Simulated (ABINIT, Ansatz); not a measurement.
# Quasiparticle gap of PbO (Massicot) in ABINIT

Aim: the G0W0 gap of PbO (Massicot) on LDA, step by step.

Main program and level: ABINIT 10.8.3; LDA and many-body steps on it, plane waves.

**The experiments to reproduce.**

- Gap 2.5 eV: literature experimental band gap; bulk crystal (literature value for beta-PbO) (quoted in “X-ray spectroscopic study of amorphous and polycrystalline PbO films, α-PbO, and β-PbO for direct conversion imaging”, 2017, pmc:5640621).

Most raw output is cut from this account.

### Step 1. The starting structure

It takes space group Pbcm (No. 57, orthorhombic). Conventional cell: a = 5.893 Å, b = 5.490 Å, c = 4.753 Å, α = 90.00°, β = 90.00°, γ = 90.00°. Nearest to Pb lie 4 O at 2.22 to 2.48 Å. Nearest to O lie 4 Pb at 2.22 to 2.48 Å. Farther neighbours and most contacts between anions are not listed.

The cell and positions come from the Crystallography Open Database and are kept as given unless a step says otherwise. Spin-orbit coupling is left out unless a step names it.

### Step 2. Ground state

This step: ABINIT 10.8.3; DFT, LDA, plane waves, norm-conserving pseudopotentials.

The ground-state density comes first.

run.abi reads:

```
acell 3*1.0 Angstrom
rprim 
  5.893100000000 0.000000000000 0.000000000000
  0.000000000000 5.490400000000 0.000000000000
  0.000000000000 0.000000000000 4.752800000000
ntypat 2
znucl 82 8
natom 8
typat 1 1 1 1 2 2 2 2
xred 
  0.229700000000 0.988400000000 0.250000000000
  0.770300000000 0.011600000000 0.750000000000
  0.229700000000 0.511600000000 0.750000000000
  0.770300000000 0.488400000000 0.250000000000
  0.865300000000 0.091700000000 0.250000000000
  0.134700000000 0.908300000000 0.750000000000
  0.865300000000 0.408300000000 0.750000000000
  0.134700000000 0.591700000000 0.250000000000
pp_dirpath "pseudos"
pseudos "Pb.upf, O.upf"
ecut 42
ngkpt 4 4 4
nshiftk 1
shiftk 0 0 0
kptopt 1
chksymbreak 0
nband 64
occopt 1
tolvrs 1e-08
nstep 60
prtwf 0
optforces 0
optstress 0
indata_prefix "in"
outdata_prefix "out"
tmpdata_prefix "tmp"
```

Command:

```
$ OMP_NUM_THREADS=1 mpirun -n 16 abinit run.abi > log
```

The job ended after 97 s (16 MPI ranks of Arm Neoverse V2, shared host; peak memory 2.2 GiB).

Numbers from this step:

| Property | Result |
| --- | --- |
| total energy | -24625.0085 eV |
| gap | 2.361 eV |
| k of the valence top | 0.5, 0, 0 |
| k of the conduction bottom | 0.5, 0.5, 0.25 |
| least direct gap | 2.627 eV |

The gap is indirect, with the least direct gap 0.27 eV higher.

### Step 3. Bands along the symmetry lines

The cheap functional maps the bands first; the places of the edges decide which points the dearer methods must see.

Changes to run.abi since step 2:

```diff
@@ -21,14 +21,54 @@
 ecut 42
-ngkpt 4 4 4
-nshiftk 1
-shiftk 0 0 0
-kptopt 1
-chksymbreak 0
-nband 64
-occopt 1
-tolvrs 1e-08
-nstep 60
+iscf -2
+irdden 1
+kptopt 0
+nkpt 40
+kpt 
+  0.00000000 0.00000000 0.00000000
+  0.16666667 0.00000000 0.00000000
+  0.33333333 0.00000000 0.00000000
+  0.50000000 0.00000000 0.00000000
+  0.50000000 0.16666667 0.00000000
+  0.50000000 0.33333333 0.00000000
+  0.50000000 0.50000000 0.00000000
+  0.33333333 0.50000000 0.00000000
+  0.16666667 0.50000000 0.00000000
+  0.00000000 0.50000000 0.00000000
+  0.00000000 0.33333333 0.00000000
+  0.00000000 0.16666667 0.00000000
+  0.00000000 0.00000000 0.00000000
+  0.00000000 0.00000000 0.16666667
+  0.00000000 0.00000000 0.33333333
+  0.00000000 0.00000000 0.50000000
+  0.16666667 0.00000000 0.50000000
+  0.33333333 0.00000000 0.50000000
+  0.50000000 0.00000000 0.50000000
+  0.50000000 0.16666667 0.50000000
+  0.50000000 0.33333333 0.50000000
+  0.50000000 0.50000000 0.50000000
+  0.33333333 0.50000000 0.50000000
+  0.16666667 0.50000000 0.50000000
+  0.00000000 0.50000000 0.50000000
+  0.00000000 0.33333333 0.50000000
+  0.00000000 0.16666667 0.50000000
+  0.00000000 0.00000000 0.50000000
+  0.50000000 0.00000000 0.00000000
+  0.50000000 0.00000000 0.16666667
+  0.50000000 0.00000000 0.33333333
+  0.50000000 0.00000000 0.50000000
+  0.00000000 0.50000000 0.00000000
+  0.00000000 0.50000000 0.16666667
+  0.00000000 0.50000000 0.33333333
+  0.00000000 0.50000000 0.50000000
+  0.50000000 0.50000000 0.00000000
+  0.50000000 0.50000000 0.16666667
+  0.50000000 0.50000000 0.33333333
+  0.50000000 0.50000000 0.50000000
+istwfk *1
+nband 63
+nbdbuf 2
+tolwfr 1e-08
+nstep 40
 prtwf 0
-optforces 0
-optstress 0
+prtvol 0
 indata_prefix "in"
```

Run time: 63 s. Hardware: 16 MPI ranks; peak memory 1.9 GiB; 17 min of CPU time.

This step gave:

```
gap                        : 2.081 eV
k of the valence top       : 0.5, 0, 0
k of the conduction bottom : 0.5, 0.5, 0.3333
least direct gap           : 2.363 eV
```

The gap is 2.081 eV, −0.280 eV from the run before at this level.

The electronic bands at the labelled points (eV, zero at the top of the highest filled band):

```tsv
point	band 53	band 54	band 55	band 56	band 57	band 58	band 59	band 60
Γ	-1.26	-1.24	-0.36	-0.01	3.35	3.87	4.53	5.29
X	-1.31	-0.63	-0.48	0.00	2.75	3.17	3.64	4.88
S	-0.64	-0.64	-0.48	-0.48	3.08	3.08	4.10	4.10
Y	-0.96	-0.96	-0.19	-0.19	4.06	4.06	4.90	4.90
Γ	-1.26	-1.24	-0.36	-0.01	3.35	3.87	4.53	5.29
Z	-0.83	-0.83	-0.26	-0.26	4.12	4.12	4.82	4.82
U	-0.50	-0.50	-0.38	-0.38	3.13	3.13	3.66	3.66
R	-0.54	-0.54	-0.54	-0.54	2.48	2.48	2.48	2.48
T	-0.77	-0.77	-0.77	-0.77	3.38	3.38	3.38	3.38
Z	-0.83	-0.83	-0.26	-0.26	4.12	4.12	4.82	4.82
jump to X	-1.31	-0.63	-0.48	0.00	2.75	3.17	3.64	4.88
U	-0.50	-0.50	-0.38	-0.38	3.13	3.13	3.66	3.66
jump to Y	-0.96	-0.96	-0.19	-0.19	4.06	4.06	4.90	4.90
T	-0.77	-0.77	-0.77	-0.77	3.38	3.38	3.38	3.38
jump to S	-0.64	-0.64	-0.48	-0.48	3.08	3.08	4.10	4.10
R	-0.54	-0.54	-0.54	-0.54	2.48	2.48	2.48	2.48
```

### Step 4. Empty states on the mesh, 2×2×4 mesh, 445 bands

The sums over transitions need many empty states on a uniform mesh; this step solves for them.

run.abi reads:

```
acell 3*1.0 Angstrom
rprim 
  5.893100000000 0.000000000000 0.000000000000
  0.000000000000 5.490400000000 0.000000000000
  0.000000000000 0.000000000000 4.752800000000
ntypat 2
znucl 82 8
natom 8
typat 1 1 1 1 2 2 2 2
xred 
  0.229700000000 0.988400000000 0.250000000000
  0.770300000000 0.011600000000 0.750000000000
  0.229700000000 0.511600000000 0.750000000000
  0.770300000000 0.488400000000 0.250000000000
  0.865300000000 0.091700000000 0.250000000000
  0.134700000000 0.908300000000 0.750000000000
  0.865300000000 0.408300000000 0.750000000000
  0.134700000000 0.591700000000 0.250000000000
pp_dirpath "pseudos"
pseudos "Pb.upf, O.upf"
ecut 42
ngkpt 2 2 4
nshiftk 1
shiftk 0 0 0
kptopt 1
chksymbreak 0
iscf -2
irdden 1
istwfk *1
nband 445
nbdbuf 40
tolwfr 1e-09
nstep 60
prtvol 0
indata_prefix "in"
outdata_prefix "out"
tmpdata_prefix "tmp"
```

Command:

```
$ OMP_NUM_THREADS=1 mpirun -n 12 abinit run.abi > log
```

It took 6.1 min on 12 MPI ranks; peak memory 2.5 GiB; 74 min of CPU time.

This step gave:

```yaml
gap: 2.361 eV
k_of_the_valence_top: 0.5, 0, 0
k_of_the_conduction_bottom: 0.5, 0.5, 0.25
least_direct_gap: 2.745 eV
k_points_computed: 12
lowest_point_of_the_top_converged_band_above_the_valence_top: 90.7081 eV
```

On this mesh the gap is 2.361 eV.

### Step 5. Screening, 2×2×4 mesh, 405 bands, screening to 176.9 eV

The RPA dielectric matrix is built and inverted for each q.

This step: RPA screening on LDA, plane waves, norm-conserving pseudopotentials.

Changes to run.abi since step 4:

```diff
@@ -26,10 +26,11 @@
 chksymbreak 0
-iscf -2
-irdden 1
 istwfk *1
-nband 445
-nbdbuf 40
-tolwfr 1e-09
-nstep 60
-prtvol 0
+occopt 1
+irdwfk 1
+optdriver 3
+nband 405
+ecuteps 6.5
+inclvkb 2
+awtr 1
+symchi 1
 indata_prefix "in"
```

Command:

```
$ OMP_NUM_THREADS=1 mpirun -n 16 abinit run.abi > log
```

Elapsed: 12 min, on 16 MPI ranks; peak memory 28 GiB.

Numbers from this step:

```yaml
eps_infinity_with_local_fields_on_this_mesh_along_the_program_s_q_direction: 6.656
the_same_without_local_fields: 7.562
plasma_frequency: 31.69 eV
plane_waves_in_the_screening_matrix: 821
```

Local fields lower ε∞ by 12 %. On a Γ-centred mesh this coarse the value itself is usually too large, while a short band sum pulls it down.

### Step 6. Self-energy, 2×2×4 mesh, 405 bands, screening to 176.9 eV

The self-energy is evaluated for the states that the input lists, and the levels follow from it, in one-shot runs by the linearised quasiparticle equation.

This step: G0W0 on LDA, plane waves, norm-conserving pseudopotentials.

Changes to run.abi since step 5:

```diff
@@ -29,8 +29,19 @@
 irdwfk 1
-optdriver 3
+optdriver 4
 nband 405
+gwcalctyp 0
+ecutsigx 42
+symsigma 1
+nkptgw 3
+kptgw 
+  0.5000000000 0.0000000000 0.0000000000
+  0.5000000000 0.5000000000 0.2500000000
+  0.0000000000 0.0000000000 0.0000000000
+bdgw 
+  55 58
+  55 58
+  55 58
 ecuteps 6.5
-inclvkb 2
-awtr 1
-symchi 1
+irdscr 1
+ppmodel 1
 indata_prefix "in"
```

Wall time 1.9 min (16 MPI ranks); peak memory 18 GiB.

This step gave:

```yaml
g0w0_gap_on_the_points_computed: 3.070 eV
starting_gap_on_the_mesh: 2.361 eV
k_of_the_valence_top: 0, 0, 0
k_of_the_conduction_bottom: 0.5, 0.5, 0.25
z_at_the_valence_top: 0.782
z_at_the_conduction_bottom: 0.83
least_direct_g0w0_gap_on_the_computed_points: 3.497 eV
```

The gap on the mesh goes from 2.36 eV to 3.07 eV, a correction of +0.71 eV.

Limits: finite bands, cutoff and mesh; no spin-orbit coupling; coarse k mesh. v1 is the top filled band, c1 the lowest empty one. The levels before and after the correction (eV, zero at the valence-band top of each column):

```tsv
	conduction bottom	valence top
Kohn-Sham	2.36	0.00
G0W0	3.07	0.00
```

```tsv
	level	energy (eV)
Kohn-Sham	(0.5 0.5 0.25) v2-v1	-0.427
Kohn-Sham	(0.5 0.5 0.25) c1-c2	2.361
Kohn-Sham	Γ v2	-0.365
Kohn-Sham	Γ v1	-0.011
Kohn-Sham	Γ c1	3.346
Kohn-Sham	Γ c2	3.873
G0W0	(0.5 0.5 0.25) v2-v1	-0.427
G0W0	(0.5 0.5 0.25) c1-c2	3.070
G0W0	Γ v2	-0.431
G0W0	Γ v1	0.000
G0W0	Γ c1	4.161
G0W0	Γ c2	4.828
```

### Step 7. Where the time went

Times are wall times on the hardware named with each run, good to a factor of about two.

```tsv
step	time	share	memory (GiB)
ground state	97 s	7 %	2.2
bands along the symmetry lines	63 s	5 %	1.9
empty states on the mesh	6.1 min	27 %	2.5
screening	12 min	53 %	28
self-energy	1.9 min	8 %	18
```

### Step 8. What came out

| Item | Value |
| --- | --- |
| LDA gap | 2.08 eV, indirect |
| G0W0 gap on the mesh | 3.07 eV |
| G0W0 gap over the zone (rigid shift) | 2.79 eV |
| GW settings | 2×2×4 mesh, 405 bands, screening to 176.9 eV, Godby-Needs plasmon pole |
| known limits | not at the basis limit; no spin-orbit coupling; coarse k mesh |

**Reading.** G0W0 moves the gap on the mesh from 2.36 eV to 3.07 eV (+0.71 eV), with Z of 0.78 and 0.83 at the edges. The mesh misses the band edges by 0.28 eV in all; a rigid shift gives 2.79 eV for the zone. Local fields lower the RPA ε∞ on this mesh from 7.56 to 6.66; a Γ-centred mesh this coarse tends to raise both, most where the direct gap is narrow, while a short band sum lowers them. Only 3 of the mesh's irreducible points were corrected, so a valley elsewhere could overtake. The dearest step here is «screening». Against experiment, by G0W0@LDA: the gap of 2.79 eV lies +0.29 eV from the measured 2.5 eV (kind not stated, quoted 2017). The calculation has static nuclei and no excitons; a measured gap holds zero-point and thermal motion, which mostly lowers it. With atoms this heavy the missing spin-orbit coupling can matter too. Bands and cutoff are finite, so the gap is not at the basis limit. The miss can reach some tenths of an eV and take either sign; the mesh is an error of its own. In the G0W0 run levels were corrected at 3 k points alone, so a gap called «on the mesh» is the least over those, and an edge elsewhere would be missed. A denser mesh or path gives a starting gap of 2.08 eV: the GW mesh misses a band edge, so its gaps are not the fundamental one. The 2×2×4 mesh is coarse for this cell, which bears on the long-range parts of exchange and screening. Where an edge is built on 6p states of lead, bismuth or thallium, scalar-relativistic gaps usually stand too wide, by a few tenths to over one eV.

[Paths, hosts, dates, memory and timing lines, banners, echoed tables and standing remarks are left out of the program output.]

[Logs are printed without paths, hosts, clocks, repeated set-up lines and the standing remarks that a program may print on its own settings, such as how far it seeks lower states.]

[Runs of the session that timed out or met a known fault of the program may be left out.]

[Hosts, paths, dates, database ids (printed as entryN), source tags and the programs' standing remarks are cut or masked in the printed files.]

[G0W0 gaps are taken among the corrected bands and points alone; a level outside them can change the order at an edge.]

[Where Ansatz stands beside ABINIT at settings called matched, ABINIT's density can come from a denser mesh and the files from another edition; pairs whose starting gaps differed by over 0.03 eV were left out, so agreement reads better than it is.]
